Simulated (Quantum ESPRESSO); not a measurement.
# NaF (Villiaumite): modes at Γ and the response to a field

Aim: the zone-centre modes of NaF (Villiaumite).

Main program and level: Quantum ESPRESSO 7.5; DFT LDA, scalar-relativistic, plane waves, PseudoDojo norm-conserving pseudopotentials.

The database entry behind the starting cell differs from later determinations by our own check (0.1 to 0.3 % short, probably kX units), so it need not match the best structure at ambient conditions.

## Step 1: Set-up

It takes space group Fm-3m (No. 225, cubic). Conventional cell: a = 4.620 Å, b = 4.620 Å, c = 4.620 Å, α = 90.00°, β = 90.00°, γ = 90.00°. Nearest to Na lie 6 F at 2.31 Å. Nearest to F lie 6 Na at 2.31 Å. Farther neighbours and most contacts between anions are not listed.

Structure file:

```cif
data_structure
_symmetry_space_group_name_H-M 'P 1'
_symmetry_Int_Tables_number 1
_cell_length_a 3.2668
_cell_length_b 3.2668
_cell_length_c 3.2668
_cell_angle_alpha 60.000
_cell_angle_beta 60.000
_cell_angle_gamma 60.000
_cell_volume 24.65
loop_
_atom_site_label
_atom_site_type_symbol
_atom_site_fract_x
_atom_site_fract_y
_atom_site_fract_z
_atom_site_occupancy
Na1 Na 0.00000 0.00000 0.00000 1
F2 F 0.50000 0.50000 0.50000 1
```

## Step 2: A first look

A cheap run with smearing and empty bands tells whether the crystal has a gap, which decides between fixed occupations and smearing later on.

Input file probe.in:

```
 &control
    calculation='scf',
    prefix='x',
    outdir='./tmp',
    pseudo_dir='./pseudo',
    tprnfor=.true.,
    tstress=.true.,
    verbosity='high',
 /
 &system
    ibrav=0,
    nat=2,
    ntyp=2,
    ecutwfc=88.0,
    occupations='smearing',
    smearing='gaussian',
    degauss=0.01,
 /
 &electrons
    conv_thr=1.0d-07,
    mixing_beta=0.7,
    electron_maxstep=100,
 /
ATOMIC_SPECIES
 Na     22.9898  Na.upf
 F      18.9984  F.upf
CELL_PARAMETERS angstrom
     0.000000000    2.310000000    2.310000000
     2.310000000    0.000000000    2.310000000
     2.310000000    2.310000000    0.000000000
ATOMIC_POSITIONS crystal
 Na     0.000000000   0.000000000   0.000000000
 F      0.500000000   0.500000000   0.500000000
K_POINTS automatic
 6 6 6 0 0 0
```

Run with:

```
> OMP_NUM_THREADS=1 mpirun -n 4 pw.x -nk 4 -in probe.in > probe.out
```

The log of the run:

```text
[banners, grids, parts of the stress and lines that vanish by symmetry left out]
Program PWSCF v.7.5
     Message from routine setup:
     using ibrav=0 with symmetry is DISCOURAGED, use correct ibrav instead
[...]
kinetic-energy cutoff     =      88.0000  Ry
     charge density cutoff     =     352.0000  Ry
     scf convergence threshold =      1.0E-07
[...]
Exchange-correlation= SLA  PW   NOGX NOGC
                           (   1   4   0   0   0   0   0)
[...]
48 Sym. Ops., with inversion, found
[...]
(     0          1          0      )
                  (     0          0          1      )
[...]
( -0.0000000  1.0000000  0.0000000 )
                  ( -0.0000000  0.0000000  1.0000000 )
[...]
(     1          0         -1      )
                  (     0          0         -1      )
[...]
(  0.0000000 -1.0000000 -0.0000000 )
[...]
(    -1          1          0      )
                  (     0          1         -1      )
[...]
( -1.0000000  0.0000000 -0.0000000 )
                  ( -0.0000000  1.0000000 -0.0000000 )
[...]
number of k points=    16  Gaussian smearing, width (Ry)=  0.0100
[...]
End of self-consistent calculation
[...]
the Fermi energy is     4.8642 ev
!    total energy              =    -140.61532340 Ry
[...]
convergence has been achieved in   7 iterations
[...]
atom    1 type  1   force =     0.00000000   -0.00000000   -0.00000000
     atom    2 type  2   force =     0.00000000    0.00000000   -0.00000000
[...]
Total force =     0.000000     Total SCF correction =     0.000000
[...]
total   stress  (Ry/bohr**3)                   (kbar)     P=      -39.55
[...]
XML data file, charge density, pseudopotentials, collected wavefunctions

   JOB DONE.
```

The job ended after 3.4 s (4 MPI ranks of Intel Xeon at 2.70GHz, shared host).

This step gave:

| Property | Result |
| --- | --- |
| volume per atom | 12.33 Å³ |
| pressure | -3.955 GPa |
| gap on the k-mesh | 6.040 eV |

A gap of 6.0 eV opens on this mesh, so the crystal is taken as an insulator; the start stands at -4.0 GPa.

## Step 3: Relaxation

The relaxation runs at a cutoff a fifth above that of the response, since stress converges more slowly with the basis than frequencies do. Forces and stress are brought to rest with tight thresholds.

Input file relax.in:

```
 &control
    calculation='vc-relax',
    prefix='x',
    outdir='./tmp',
    pseudo_dir='./pseudo',
    tprnfor=.true.,
    tstress=.true.,
    forc_conv_thr=2.0d-05,
    etot_conv_thr=1.0d-07,
    nstep=40,
 /
 &system
    ibrav=0,
    nat=2,
    ntyp=2,
    ecutwfc=106,
    occupations='fixed',
    nbnd=10,
 /
 &electrons
    conv_thr=1.0d-11,
    mixing_beta=0.7,
    electron_maxstep=100,
 /
 &ions
 /
 &cell
    press_conv_thr=0.2,
 /
ATOMIC_SPECIES
 Na     22.9898  Na.upf
 F      18.9984  F.upf
CELL_PARAMETERS angstrom
     0.000000000    2.310000000    2.310000000
     2.310000000    0.000000000    2.310000000
     2.310000000    2.310000000    0.000000000
ATOMIC_POSITIONS crystal
 Na     0.000000000   0.000000000   0.000000000
 F      0.500000000   0.500000000   0.500000000
K_POINTS automatic
 8 8 8 0 0 0
```

Run with:

```
> OMP_NUM_THREADS=1 mpirun -n 4 pw.x -nk 4 -in relax.in > relax.out
```

The log of the run:

```text
[banners, grids, parts of the stress and lines that vanish by symmetry left out]
[banner, memory and clock lines left out]
Program PWSCF v.7.5

[...]
kinetic-energy cutoff     =     106.0000  Ry
     charge density cutoff     =     424.0000  Ry
     scf convergence threshold =      1.0E-11
[...]
energy convergence thresh.=      1.0E-07
     force convergence thresh. =      2.0E-05
     press convergence thresh. =      2.0E-01
     Exchange-correlation= SLA  PW   NOGX NOGC
                           (   1   4   0   0   0   0   0)
[...]
48 Sym. Ops., with inversion, found
[...]
number of k points=    29
[...]
End of self-consistent calculation
[...]
highest occupied, lowest unoccupied level (ev):     0.5591    6.5991
!    total energy              =    -140.61537029 Ry
[...]
convergence has been achieved in  10 iterations
[...]
atom    1 type  1   force =     0.00000000   -0.00000000   -0.00000000
     atom    2 type  2   force =    -0.00000000    0.00000000    0.00000000
     Total force =     0.000000     Total SCF correction =     0.000000
[...]
total   stress  (Ry/bohr**3)                   (kbar)     P=      -39.57
[...]
number of bfgs steps    =   0
[...]
CELL_PARAMETERS (angstrom)
[...]
ATOMIC_POSITIONS (crystal)
Na              -0.0000000000       -0.0000000000        0.0000000000
F                0.5000000000        0.5000000000        0.5000000000
[...]
New effective cutoffs (rho, wfc):  428.38  107.42
[...]
End of self-consistent calculation
[...]
highest occupied, lowest unoccupied level (ev):     0.7107    6.8608
!    total energy              =    -140.61616761 Ry
[...]
convergence has been achieved in   7 iterations
[...]
atom    1 type  1   force =    -0.00000000    0.00000000   -0.00000000
     atom    2 type  2   force =     0.00000000    0.00000000    0.00000000
     Total force =     0.000000     Total SCF correction =     0.000000
[...]
total   stress  (Ry/bohr**3)                   (kbar)     P=      -30.61
[...]
number of bfgs steps    =   1
[...]
CELL_PARAMETERS (angstrom)
[...]
ATOMIC_POSITIONS (crystal)
Na               0.0000000000       -0.0000000000        0.0000000000
F                0.5000000000        0.5000000000        0.5000000000
[...]
New effective cutoffs (rho, wfc):  437.22  109.64
[...]
End of self-consistent calculation
[...]
highest occupied, lowest unoccupied level (ev):     0.9482    7.2707
!    total energy              =    -140.61694158 Ry
[...]
convergence has been achieved in   8 iterations
[...]
atom    1 type  1   force =     0.00000000    0.00000000    0.00000000
     atom    2 type  2   force =     0.00000000   -0.00000000   -0.00000000
     Total force =     0.000000     Total SCF correction =     0.000000
[...]
total   stress  (Ry/bohr**3)                   (kbar)     P=      -15.24
[...]
number of bfgs steps    =   2
[...]
CELL_PARAMETERS (angstrom)
[...]
ATOMIC_POSITIONS (crystal)
[...]
New effective cutoffs (rho, wfc):  445.88  111.81
[...]
End of self-consistent calculation
[...]
highest occupied, lowest unoccupied level (ev):     1.1860    7.6812
!    total energy              =    -140.61715791 Ry
[...]
convergence has been achieved in   8 iterations
[...]
atom    1 type  1   force =     0.00000000    0.00000000    0.00000000
     atom    2 type  2   force =     0.00000000   -0.00000000    0.00000000
     Total force =     0.000000     Total SCF correction =     0.000000
[...]
total   stress  (Ry/bohr**3)                   (kbar)     P=        1.84
[...]
number of bfgs steps    =   3
[...]
CELL_PARAMETERS (angstrom)
[...]
ATOMIC_POSITIONS (crystal)
[...]
New effective cutoffs (rho, wfc):  444.95  111.58
[...]
End of self-consistent calculation
[...]
highest occupied, lowest unoccupied level (ev):     1.1602    7.6368
!    total energy              =    -140.61716077 Ry
[...]
convergence has been achieved in   7 iterations
[...]
atom    1 type  1   force =     0.00000000    0.00000000    0.00000000
     atom    2 type  2   force =     0.00000000    0.00000000    0.00000000
     Total force =     0.000000     Total SCF correction =     0.000000
[...]
total   stress  (Ry/bohr**3)                   (kbar)     P=       -0.09
[...]
number of bfgs steps    =   4
[...]
CELL_PARAMETERS (angstrom)
[...]
ATOMIC_POSITIONS (crystal)
[...]
New effective cutoffs (rho, wfc):  445.00  111.59
[...]
End of self-consistent calculation
[...]
highest occupied, lowest unoccupied level (ev):     1.1614    7.6389
!    total energy              =    -140.61716077 Ry
[...]
convergence has been achieved in   4 iterations
[...]
atom    1 type  1   force =    -0.00000000   -0.00000000    0.00000000
     atom    2 type  2   force =     0.00000000    0.00000000   -0.00000000
     Total force =     0.000000     Total SCF correction =     0.000000
[...]
total   stress  (Ry/bohr**3)                   (kbar)     P=       -0.00
[...]
bfgs converged in   6 scf cycles and   5 bfgs steps
[...]
End of BFGS Geometry Optimization
     Final enthalpy           =    -140.6171607738 Ry
     File ./tmp/x.bfgs deleted, as requested
[...]
CELL_PARAMETERS (angstrom)
[...]
ATOMIC_POSITIONS (crystal)
Na               0.0000000000       -0.0000000000        0.0000000000
F                0.5000000000        0.5000000000        0.5000000000
[...]
Final scf calculation at the relaxed structure.
[...]
kinetic-energy cutoff     =     106.0000  Ry
     charge density cutoff     =     424.0000  Ry
     scf convergence threshold =      1.0E-13
[...]
press convergence thresh. =      2.0E-01
     Exchange-correlation= SLA  PW   NOGX NOGC
                           (   1   4   0   0   0   0   0)
[...]
48 Sym. Ops., with inversion, found
[...]
number of k points=    29
[...]
End of self-consistent calculation
[...]
highest occupied, lowest unoccupied level (ev):     1.1614    7.6389
!    total energy              =    -140.61715873 Ry
[...]
convergence has been achieved in  13 iterations
[...]
atom    1 type  1   force =    -0.00000000    0.00000000   -0.00000000
     atom    2 type  2   force =     0.00000000    0.00000000    0.00000000
     Total force =     0.000000     Total SCF correction =     0.000000
[...]
total   stress  (Ry/bohr**3)                   (kbar)     P=       -0.02
[...]
XML data file, charge density, pseudopotentials, collected wavefunctions
```

It took 32 s on 4 MPI ranks.

Step by step:

```
step  energy less that of the first step (eV)  largest force (eV/Å)  pressure (GPa)  volume (Å³)
   1                                   0.0000                0.0000           -3.96        24.65
   2                                  -0.0108                0.0000           -3.06        24.16
   3                                  -0.0214                0.0000           -1.52        23.43
   4                                  -0.0243                0.0000            0.18        22.75
   5                                  -0.0244                0.0000           -0.01        22.82
   6                                  -0.0244                0.0000            0.00        22.82
   7                                  -0.0243                0.0000            0.00        22.82
```

```
conventional cell, symmetrised  before  after  change
                         a (Å)   4.620  4.502  -2.5 %
                         b (Å)   4.620  4.502  -2.5 %
                         c (Å)   4.620  4.502  -2.5 %
              volume (Å³/atom)   12.33  11.41  -7.4 %
```

Final coordinates:

```
Na F
1.0
     0.00000    2.25122    2.25122
     2.25122    0.00000    2.25122
     2.25122    2.25122    0.00000
Na F
1 1
Direct
  0.00000 0.00000 0.00000
  0.50000 0.50000 0.50000
```

The last row of the table of steps is pw.x's closing run on a basis chosen anew for the final cell, so its energy can jump.

Read from the output:

```yaml
volume_per_atom: 11.41 Å³
pressure: -0.002 GPa
gap_on_the_k_mesh: 6.477 eV
```

The volume changes by -7.4 % from the cell with which this run began.

## Step 4: Self-consistent run for the response

Perturbation theory inherits every error of the wavefunctions, so the threshold is set near the limit of the arithmetic. With a gap, occupations are fixed, which also allows the response to an electric field.

Input file scf.in:

```
 &control
    calculation='scf',
    prefix='x',
    outdir='./tmp',
    pseudo_dir='./pseudo',
    tprnfor=.true.,
    tstress=.true.,
 /
 &system
    ibrav=0,
    nat=2,
    ntyp=2,
    ecutwfc=88.0,
    occupations='fixed',
    nbnd=10,
 /
 &electrons
    conv_thr=1.0d-12,
    mixing_beta=0.7,
    electron_maxstep=100,
 /
ATOMIC_SPECIES
 Na     22.9898  Na.upf
 F      18.9984  F.upf
CELL_PARAMETERS angstrom
     0.000000000    2.251222388    2.251222388
     2.251222388    0.000000000    2.251222388
     2.251222388    2.251222388    0.000000000
ATOMIC_POSITIONS crystal
 Na     0.000000000   0.000000000   0.000000000
 F      0.500000000   0.500000000   0.500000000
K_POINTS automatic
 8 8 8 0 0 0
```

Run with:

```
> OMP_NUM_THREADS=1 mpirun -n 4 pw.x -nk 4 -in scf.in > scf.out
```

The log of the run:

```text
[banners, grids, parts of the stress and lines that vanish by symmetry left out]
[banner, memory and clock lines left out]
Program PWSCF v.7.5

[...]
kinetic-energy cutoff     =      88.0000  Ry
     charge density cutoff     =     352.0000  Ry
     scf convergence threshold =      1.0E-12
[...]
Exchange-correlation= SLA  PW   NOGX NOGC
                           (   1   4   0   0   0   0   0)
[...]
48 Sym. Ops., with inversion, found
[...]
number of k points=    29
[...]
End of self-consistent calculation
[...]
highest occupied, lowest unoccupied level (ev):     1.1614    7.6390
!    total energy              =    -140.61711208 Ry
[...]
convergence has been achieved in  10 iterations
[...]
atom    1 type  1   force =     0.00000000    0.00000000    0.00000000
     atom    2 type  2   force =     0.00000000    0.00000000    0.00000000
     Total force =     0.000000     Total SCF correction =     0.000000
[...]
total   stress  (Ry/bohr**3)                   (kbar)     P=       -0.03
[...]
XML data file, charge density, pseudopotentials, collected wavefunctions
```

Run time: 4.8 s. Hardware: 4 MPI ranks.

This step gave:

| Property | Result |
| --- | --- |
| pressure | -0.003000 GPa |
| gap on the k-mesh | 6.478 eV |

The cell stands at -0.0030 GPa, close enough for phonons.

[end of part 1 of 2]

[Host names and launcher messages were left out of these logs when they were recorded.]

[Logs are printed without paths, hosts, clocks, repeated set-up lines and the standing remarks that a program may print on its own settings, such as how far it seeks lower states.]

[Hosts, paths, dates, database ids (printed as entryN), source tags and the programs' standing remarks are cut or masked in the printed files.]
